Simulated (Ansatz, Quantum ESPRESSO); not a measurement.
## HfO2 (tetragonal): bulk modulus from a few volumes

How stiff is tetragonal HfO2 under hydrostatic load? Each row relaxes cell and atoms at a set pressure. The symmetry of the cell is held, so distortions that would lower it, which this phase may prefer, aren't tested. The phase is followed to these pressures whether or not it stays the stable one.

Calculated with Ansatz 0.2.0, PBEsol, PAW files of the set soft_1, cutoff 600 eV, Fermi–Dirac smearing 0.02 eV, k-mesh 8×8×6, no spin polarisation, no spin-orbit coupling.

Reference cell, relaxed at zero pressure with PBEsol (P4_2/nmc): a = 3.5674 Å, b = 3.5674 Å, c = 5.1662 Å, α = 90.00°, β = 90.00°, γ = 90.00°.

```
atom       x       y       z
  Hf  0.0000  0.0000  0.0000
  Hf  0.5000  0.5000  0.5000
   O  0.0000  0.5000  0.2002
   O  0.0000  0.5000  0.7002
   O  0.5000  0.0000  0.2998
   O  0.5000  0.0000  0.7998
```

| V (Å³/atom) | V/V0 | P (GPa) | E − E0 (meV/atom) |
| --- | --- | --- | --- |
| 11.1999 | 1.0221 | −4.001 | 3.1 |
| 10.4757 | 0.9560 | 10.001 | 14.3 |
| 10.2775 | 0.9379 | 14.997 | 29.7 |
| 10.0997 | 0.9217 | 19.996 | 49.1 |
| 9.7901 | 0.8934 | 29.996 | 97.1 |

V0 = 10.9577 Å³ an atom, where the residual pressure P0 is 0.000 GPa. **Question.** Fit the Birch–Murnaghan law and give the pressure and the energy at V = 10.6992 Å³ an atom, a row left out above.

With the Eulerian strain f = ½[(V0/V)^(2/3) − 1] and F = (P − P0)/[3f(1 + 2f)^(5/2)], the third-order law is the line F = B0 + (3/2) B0 (B′ − 4) f.

| f | F (GPa) |
| --- | --- |
| 0.03900 | 212.46 |
| 0.02793 | 208.31 |
| 0.02182 | 205.85 |
| 0.01522 | 203.19 |
| −0.00723 | 191.19 |

A straight line through the 5 rows: the means are 0.01935 for f and 204.2 for F, Σ(Δx)² = 0.001189 and ΣΔxΔy = 0.5516, so the slope is 0.5516/0.001189 = 463.79 and the intercept 204.2 − (463.79)(0.01935) = 195.23.

Hence B0 = 195.2 GPa and B′ = 4 + (463.8)/(1.5 × 195.2) = 5.58. For the withheld volume f = 0.00802, F = 198.95 GPa and P = 4.98 GPa. The run itself gives 5.00 GPa, so the estimate misses by 0.02 GPa; the fitted rows themselves lie up to 0.12 GPa off the law.

Integrating the same law gives E − E0 = (9/2) B0 V0 f²[1 + (B′ − 4) f] + P0(V0 − V), with 1 GPa Å³ = 6.2415 meV: 3.9 meV an atom. The run itself gives 3.9 meV, so the estimate misses by 0.0 meV, a rounding's worth.

The same fit over all rows at other levels or in other programs gives B0 = 195 GPa with PBEsol (Quantum ESPRESSO, PseudoDojo) and 200 GPa with PBEsol (Quantum ESPRESSO, GBRV).

[Logs are printed without paths, hosts, clocks, repeated set-up lines and the standing remarks that a program may print on its own settings, such as how far it seeks lower states.]
